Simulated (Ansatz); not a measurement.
## What GeCl2 (model cell, started as CdI2 type) distorts into

Wanted: the energy along a soft mode of GeCl2 (model cell, started as CdI2 type) and the structure at the end.

Program: Ansatz 0.2.0. Level of theory: DFT PBEsol, scalar-relativistic, plane waves, PAW. Results are calculated unless marked as measured.

Most raw output is cut from this account.

The structure was built from a prototype and need not be the compound's stable phase.

## Step 1: The structure

It takes space group P-3m1 (No. 164, trigonal). Conventional cell: a = 3.852 Å, b = 3.852 Å, c = 6.294 Å, α = 90.00°, β = 90.00°, γ = 120.00°. Nearest to Ge lie 6 Cl at 2.66 Å. Nearest to Cl lie 3 Ge at 2.66 Å. Farther neighbours and most contacts between anions are not listed.

## Step 2: The dispersion

The cell comes from relaxations at this level that are not shown. Stability and thermal properties need the whole zone. Linear response on a 3×3×2 q mesh gives force constants as far as a supercell of that size would, and the tensors from the zone-centre run are typed in so that the long-range dipole term is interpolated apart.

File input.yaml:

```yaml
crystal:
  lattice:
    - [3.8520090793, 0.0, 0.0]
    - [-1.9260045396, 3.3359377183, 0.0]
    - [0.0, 0.0, 6.293730571]
  atoms:
    - { symbol: Ge, position: [0.0, 0.0, 0.0] }
    - { symbol: Cl, position: [0.3333333333, 0.6666666667, 0.2331499214] }
    - { symbol: Cl, position: [0.6666666667, 0.3333333333, 0.7668500786] }
kpoints:
  mp_grid: { grid: [9, 9, 4] }
hamiltonian:
  xc: pbesol
scf:
  occupations: { method: fixed }
output:
  eigenvalues: true
phonons:
  method: dfpt
  qmesh: [3, 3, 2]
  temperatures: { t_max: 1000, t_step: 50 }
  qpath:
    path:
      - [[0.0, 0.0, 0.0], [0.5, 0.0, 0.0], [0.33333333, 0.33333333, 0.0], [0.0, 0.0, 0.0], [0.0, 0.0, 0.5], [0.5, 0.0, 0.5], [0.33333333, 0.33333333, 0.5], [0.0, 0.0, 0.5]]
      - [[0.5, 0.0, 0.5], [0.5, 0.0, 0.0]]
      - [[0.33333333, 0.33333333, 0.5], [0.33333333, 0.33333333, 0.0]]
    npoints: 10
  non_analytic_term:
    high_frequency_dielectric_tensor: [[5.1691, 0.0, 0.0], [0.0, 5.1691, 0.0], [0.0, 0.0, 3.075]]
    born_effective_charges:
      - { species: Ge, tensor: [[4.2456, 0.0, 0.0], [0.0, 4.2456, 0.0], [0.0, 0.0, 1.345]] }
      - { species: Cl, tensor: [[-2.1228, 0.0, 0.0], [0.0, -2.1228, 0.0], [0.0, 0.0, -0.6725]] }
      - { species: Cl, tensor: [[-2.1228, 0.0, 0.0], [0.0, -2.1228, 0.0], [0.0, 0.0, -0.6725]] }
    source: "zone-centre run at this cell"
```

Started as:

```console
$ ansatz run input.yaml --threads 4 --pin off --max-ram 7168MiB --backend cpu --events-out ev --progress --plain --runs-dir out
```

Wall time 2.3 min (4 threads of Arm Neoverse V1, shared host); peak memory 0.9 GiB.

Numbers from this step:

| Quantity | Value |
| --- | --- |
| gap on the k-mesh | 2.352 eV |
| volume per atom | 26.96 Å³ |
| sum-rule residual before enforcement | 5.54e-5 eV/Å² |
| lowest frequency on the path | -88.88 cm⁻¹ |
| point group | -3m |
| highest frequency on the path or at a solved wavevector | 259.2 cm⁻¹ |
| highest optical mode at the zone centre (no LO-TO term) | 238.6 cm⁻¹ |
| lowest optical zone-centre mode | 51.58 cm⁻¹ |
| lowest mode on the q mesh (acoustic modes at Γ apart) | -79.92 cm⁻¹ |

Frequencies (cm⁻¹) solved at each irreducible wavevector; negative means imaginary. Frequencies by wavevector, by row:

```tsv
q in reciprocal lattice units	star	mode 1	mode 2	mode 3	mode 4	mode 5	mode 6	mode 7	mode 8	mode 9
0 0 0	1	0	0	0	51.6	51.6	159.1	159.1	197.1	238.6
0 0 -0.5	1	9.3	9.3	18.2	55.3	55.3	158.4	158.4	195.7	259.2
0 0.3333 0	6	-37.6	15.1	62.2	76	98.6	150.6	182.2	192.7	234.9
0 0.3333 -0.5	6	-40.9	10.6	62	77.2	97.6	151	184.5	192.7	225.7
0.3333 0.3333 0	2	-79.9	63.3	100.5	100.5	121.3	121.3	181.2	181.2	195.2
0.3333 0.3333 -0.5	2	-77.5	64.5	102.6	102.6	122.6	122.6	181.4	181.4	194.7
```

Interpolated from a 3×3×2 q mesh, with the LO-TO term (at Γ the limit along the path; where Γ stands inside the path, tables give the limit on arrival). The phonon branches at the labelled points (cm⁻¹):

```tsv
point	branch 1	branch 2	branch 3	branch 4	branch 5	branch 6	branch 7	branch 8	branch 9
Γ	0	0	0	52	159	159	197	239	249
halfway	14	44	48	80	110	150	191	203	241
M	-84	-60	54	77	107	155	164	205	223
halfway	-79	57	62	91	107	141	166	200	210
K	-80	63	100	100	121	121	181	181	195
halfway	34	48	66	92	105	132	189	199	233
Γ	0	0	0	52	159	159	197	239	249
halfway	7	7	13	53	53	159	159	196	259
A	9	9	18	55	55	158	158	196	259
halfway	-12	47	48	80	112	150	188	202	223
L	-89	-59	56	79	106	155	165	208	219
halfway	-80	58	64	92	108	142	168	201	207
H	-78	65	103	103	123	123	181	181	195
halfway	30	50	68	91	109	130	187	207	214
A	9	9	18	55	55	158	158	196	259
jump to L	-89	-59	56	79	106	155	165	208	219
halfway	-86	-59	55	78	107	155	164	206	221
M	-84	-60	54	77	107	155	164	205	223
jump to H	-78	65	103	103	123	123	181	181	195
halfway	-79	64	102	102	122	122	181	181	195
K	-80	63	100	100	121	121	181	181	195
```

Symmetry leaves 6 wavevectors to solve. The lowest mode among them, the acoustic zeros apart, lies at q = (0.333, 0.333, 0) and is imaginary, 79.9i cm⁻¹, so the energy falls along it. Between them the interpolated path dips to 89i cm⁻¹.

## Step 3: The mode frozen in, largest atomic shift 0 Å

The mode followed lies at q = (0.333, 0.333, 0) with frequency 79.9i cm⁻¹, the softest among the wavevectors solved. At small amplitude the distorted cell has space group no. 147 by a symmetry search on the positions. The undistorted cell that holds it gives the zero of energy on the same k mesh.

System of this step: GeCl2 (model cell, started as CdI2 type). It takes space group P-3m1 (No. 164, trigonal). Conventional cell: a = 3.852 Å, b = 3.852 Å, c = 6.294 Å, α = 90.00°, β = 90.00°, γ = 120.00°. Ge has 6 Cl at 2.66 Å nearest. Nearest to Cl lie 3 Ge at 2.66 Å. Farther neighbours and most contacts between anions are not listed.

File input.yaml:

```yaml
crystal:
  lattice:
    - [0.0, 0.0, -6.293730571]
    - [0.0, -6.6718754365, 0.0]
    - [-5.7780136189, -3.3359377183, 0.0]
  atoms:
    - { symbol: Ge, position: [1.0, 0.6666666667, 0.6666666667] }
    - { symbol: Ge, position: [1.0, 0.3333333333, 0.3333333333] }
    - { symbol: Ge, position: [1.0, 1.0, 1.0] }
    - { symbol: Cl, position: [0.7668500786, 0.3333333333, 0.6666666667] }
    - { symbol: Cl, position: [0.7668500786, 1.0, 0.3333333333] }
    - { symbol: Cl, position: [0.7668500786, 0.6666666667, 1.0] }
    - { symbol: Cl, position: [0.2331499214, 0.6666666667, 0.3333333333] }
    - { symbol: Cl, position: [0.2331499214, 0.3333333333, 0.0] }
    - { symbol: Cl, position: [0.2331499214, 0.0, 0.6666666667] }
kpoints:
  mp_grid: { grid: [4, 6, 6] }
hamiltonian:
  xc: pbesol
scf:
  occupations: { method: gaussian, width: 0.02 }
output:
  forces: true
  stress: true
  eigenvalues: true
```

It took 4.5 s on 4 threads; peak memory 0.72 GiB.

Numbers from this step:

```yaml
pressure: 0.001688 GPa
energy_from_the_undistorted_cell: 0 meV/atom
```

At this level the gap is 2.35 eV on the k-mesh of the self-consistent run, which can miss the band edges.

## Step 4: The mode frozen in, largest atomic shift 0.22 Å

The atoms are moved along the unstable eigenvector, the largest shift by 0.22 Å, with the cell fixed.

File input.yaml:

```yaml
crystal:
  lattice:
    - [0.0, 0.0, -6.293730571]
    - [0.0, -6.6718754365, 0.0]
    - [-5.7780136189, -3.3359377183, 0.0]
  atoms:
    - { symbol: Ge, position: [1.0102947312, 0.6666669577, 0.6666663756] }
    - { symbol: Ge, position: [0.999999751, 0.3333333333, 0.3333333333] }
    - { symbol: Ge, position: [0.9897047709, 0.999999709, 1.000000291] }
    - { symbol: Cl, position: [0.7668500853, 0.2952589065, 0.6857034091] }
    - { symbol: Cl, position: [0.766850072, 1.0190360518, 0.2952589064] }
    - { symbol: Cl, position: [0.7668500786, 0.6857057323, 1.0190363032] }
    - { symbol: Cl, position: [0.233149928, 0.6476299242, 0.3714077602] }
    - { symbol: Cl, position: [0.2331499147, 0.3714077602, -0.0190381236] }
    - { symbol: Cl, position: [0.2331499214, -0.019038375, 0.6476296728] }
kpoints:
  mp_grid: { grid: [4, 6, 6] }
hamiltonian:
  xc: pbesol
scf:
  occupations: { method: gaussian, width: 0.02 }
output:
  forces: true
  stress: true
  eigenvalues: true
```

Elapsed: 5.6 s, on 4 threads; peak memory 0.76 GiB.

Numbers from this step:

```
pressure                         : 0.7724 GPa
gap on the k-mesh                : 2.574 eV
energy from the undistorted cell : -7.692 meV/atom
```

The energy, extrapolated to zero smearing, is -7.69 meV/atom against the undistorted cell.

The run ends at a pressure of 0.77 GPa, with forces up to 0.16 eV/Å.

## Step 5: Energy along the mode, all amplitudes (two of the runs are shown above)

An imaginary frequency means negative curvature, so the energy should fall and then rise again as anharmonic terms take over.

This step gave:

```
depth at the lowest point sampled  : 7.692 meV/atom
largest atomic shift at that point : 0.22 Å
```

Table of energy from the parent by largest atomic shift:

```tsv
largest atomic shift (Å)	energy from the parent (meV/atom)
0.000	0
0.040	-0.463
0.080	-1.76
0.140	-4.65
0.220	-7.69
0.320	-2.32
0.450	41.5
```

Displacement at unit largest shift by atom:

```tsv
atom	x (Å)	y (Å)	z (Å)	size
Ge1	0.00	0.00	-0.29	0.29
Ge2	0.00	0.00	0.00	0.00
Ge3	0.00	0.00	0.29	0.29
Cl4	-0.50	0.87	0.00	1.00
Cl5	1.00	0.00	0.00	1.00
Cl6	-0.50	-0.87	0.00	1.00
Cl7	-1.00	0.00	0.00	1.00
Cl8	0.50	-0.87	0.00	1.00
Cl9	0.50	0.87	0.00	1.00
```

The lowest of the steps tried is at 0.22 Å, 7.69 meV/atom below the parent; the bottom of the well need not coincide with a step.

## Step 6: Relaxation from the frozen mode

Starting from the lowest point found, all atoms and the cell are let go, so that strain and other modes of the same symmetry can join in.

input.yaml, as its differences from that of step 4:

```diff
@@ -20,3 +20,3 @@
 scf:
-  occupations: { method: gaussian, width: 0.02 }
+  occupations: { method: fixed }
 output:
@@ -25 +25,10 @@
   eigenvalues: true
+  write_density: true
+  write_potential: true
+  elf: true
+  volumetric_format: npy
+relax:
+  adjacent_minimum: "off"
+  f_tol: 0.002
+  max_steps: 120
+  cell: { stress_tol: 0.03 }
```

Wall time 71 s (4 threads); peak memory 0.82 GiB.

The steps of the relaxation:

```tsv
step	energy less that of the first step (eV)	largest force component (eV/Å)	pressure (GPa)	volume (Å³)
1	0.0000	0.1379	0.77	242.62
2	-0.0514	0.1088	-0.24	250.21
3	-0.0620	0.2586	-0.33	254.18
4	-0.0708	0.1417	-0.14	253.32
5	-0.0773	0.0902	-0.11	252.37
6	-0.0847	0.0711	0.21	252.58
7	-0.0859	0.0131	-0.02	253.14
8	-0.0861	0.0047	-0.01	252.42
9	-0.0862	0.0010	0.00	251.68
10*	-0.0867	0.0009	0.00	251.68
```

Relaxation steps marked * repeat the geometry before them on a plane-wave basis chosen anew for their cell, so energy and pressure can jump there.

The run keeps the 6 symmetry operations that it works with, so distortions that break them were not tested.

```tsv
cell as run	before	after	change
a (Å)	6.294	6.166	-2.0 %
b (Å)	6.672	6.865	+2.9 %
c (Å)	6.672	6.865	+2.9 %
volume (Å³/atom)	26.96	27.96	+3.7 %
```

The atoms that moved most (Å, as changes of fractional coordinates times the final cell):

```tsv
atom	dx	dy	dz	length
Cl5	0.191	-0.071	-0.016	0.205
Cl8	0.034	-0.201	0.016	0.205
Cl7	-0.191	0.071	0.016	0.205
Cl4	-0.034	0.201	-0.016	0.205
Cl9	0.157	0.130	0.016	0.205
Cl6	-0.157	-0.130	-0.016	0.205
Ge3	0.000	0.000	-0.058	0.058
Ge1	0.000	0.000	0.058	0.058
```

The relaxed structure:

```xyz
9
Lattice="0.0000 0.0000 -6.1660 0.0000 -6.8652 0.0000 -5.9454 -3.4326 0.0000" Properties=species:S:1:pos:R:3 pbc="T T T"
Ge   -3.9636   -6.8652   -6.1714
Ge   -1.9818   -3.4326   -6.1660
Ge   -5.9454  -10.2978   -6.1607
Cl   -4.1110   -4.1794   -4.7446
Cl   -1.5640   -8.0805   -4.7446
Cl   -6.2159   -8.3357   -4.7446
Cl   -2.3996   -5.6499   -1.4214
Cl    0.1474   -2.6858   -1.4214
Cl   -3.6932   -1.9621   -1.4214
```

This step gave:

```
pressure          : 0.004522 GPa
gap on the k-mesh : 2.676 eV
volume per atom   : 27.96 Å³
```

ELF in the ac plane at fractional y = 0.667, with atoms of Ge and Cl within 0.2 Å of it. It is the smooth field of the valence electrons, not physical close to the nuclei.

Values, 10 rows by 16 columns, each cell a mean:
```
0.09 0.04 0.06 0.09 0.09 0.06 0.02 0.01 0.11 0.49 0.75 0.84 0.84 0.80 0.66 0.35
0.26 0.19 0.14 0.12 0.10 0.06 0.03 0.01 0.01 0.08 0.22 0.29 0.28 0.27 0.30 0.30
0.19 0.25 0.24 0.14 0.07 0.04 0.02 0.01 0.00 0.00 0.02 0.11 0.43 0.63 0.54 0.29
0.09 0.18 0.26 0.17 0.09 0.05 0.03 0.01 0.00 0.00 0.02 0.20 0.65 0.71 0.50 0.14
0.34 0.39 0.52 0.63 0.65 0.59 0.45 0.21 0.04 0.00 0.01 0.04 0.20 0.48 0.53 0.43
0.35 0.69 0.81 0.73 0.77 0.87 0.81 0.56 0.14 0.01 0.00 0.01 0.02 0.04 0.10 0.15
0.39 0.77 0.85 0.76 0.79 0.87 0.82 0.52 0.10 0.01 0.03 0.07 0.08 0.05 0.03 0.07
0.10 0.37 0.65 0.76 0.77 0.70 0.48 0.14 0.03 0.19 0.49 0.64 0.66 0.57 0.34 0.10
0.12 0.04 0.08 0.14 0.16 0.11 0.04 0.02 0.23 0.67 0.86 0.86 0.79 0.81 0.78 0.50
0.22 0.03 0.02 0.02 0.02 0.01 0.01 0.03 0.35 0.76 0.88 0.80 0.56 0.72 0.84 0.68
```
Columns run along a (6.2 Å), rows up along c (6.9 Å). Atoms in or near the plane, at fractional coordinates: Ge at (0.00, 0.67), Cl at (0.77, 0.05).

Electrostatic potential energy in the ac plane at fractional y = 0.667, with atoms of Ge and Cl within 0.2 Å of it. With pseudopotentials it is smooth inside the atoms' cores, unlike the true potential.

Ten even steps from '0' (-43 eV) to '9' (9 eV), each cell a mean:
```
99999999999854689
99999999999998999
88999999999999998
56899999999999976
13689999999999852
01489999999999730
02589999999999741
34789999999999864
77877899999999987
98632589999999999
98300179999999999
98400279999999999
99743689999999999
99988999999999999
99999999999876789
99999999999610279
99999999998300059
99999999998400169
```
Columns run along a (6.2 Å; values clipped at the 3rd and 97th percentile), rows up along c (6.9 Å). Atoms in or near the plane, at fractional coordinates: Ge at (0.00, 0.67), Cl at (0.77, 0.05).

Valence density in the ac plane at fractional y = 0.667, with atoms of Ge and Cl within 0.2 Å of it. It is the smooth field of the valence electrons, not physical close to the nuclei.

Ten steps, logarithmic in the rise over the least value, from '0' (0 e/Å³) to '9' (34 e/Å³), each cell a mean:
```
00000000000233210
00000000000011110
00000000000000000
21100000000000012
64100000000000125
96200000000000148
85200000000000137
42111000000000013
11222100000000001
01233310000000000
02333321000000000
01333320000000000
01233210000000000
00111100000001000
00000000000122210
00000000001233321
00000000001332331
00000000001333321
```
Columns run along a (6.2 Å), rows up along c (6.9 Å). Atoms in or near the plane, at fractional coordinates: Ge at (0.00, 0.67), Cl at (0.77, 0.05).

The distorted start has space group P-3; the relaxation ends in P-3.

## Step 7: Summary of results

```json
{
  "unstable mode of the parent": "q = (0.333, 0.333, 0), 80i cm⁻¹",
  "depth at the lowest point sampled": "7.69 meV/atom",
  "largest atomic shift at that point": "0.22 Å",
  "space group reached (within 0.01 Å)": "P-3",
  "energy gained over the parent (first relaxation, on the mesh of the frozen mode)": "17.3 meV/atom",
  "volume per atom, phase reached": "28.0 Å³",
  "gap on the k-mesh, phase reached": "2.68 eV"
}
```

**Reading.** Along this mode the structure falls into P-3, 17.3 meV/atom below the parent. At the parent's cell the well is 7.692 meV/atom deep on the steps tried, with its lowest point at a shift of 0.22 Å. Relaxing atoms and cell changes the gain by +9.64 meV/atom against the lowest step (energies at zero smearing). The modes of the phase reached were not computed on this path. Of the 2 patterns followed to their end from this parent, this one reaches the lowest energy. Each path keeps the symmetry of its pattern, so a lower phase may lie along a pattern not tried. The program warns that the interpolation holds no quadrupole term, so branches close to Γ can be off in this crystal. The starting cell was built on a prototype and not taken from a measurement, so the phase need not exist.

[Logs are printed without paths, hosts, clocks, repeated set-up lines and the standing remarks that a program may print on its own settings, such as how far it seeks lower states.]

[Hosts, paths, dates, database ids (printed as entryN), source tags and the programs' standing remarks are cut or masked in the printed files.]
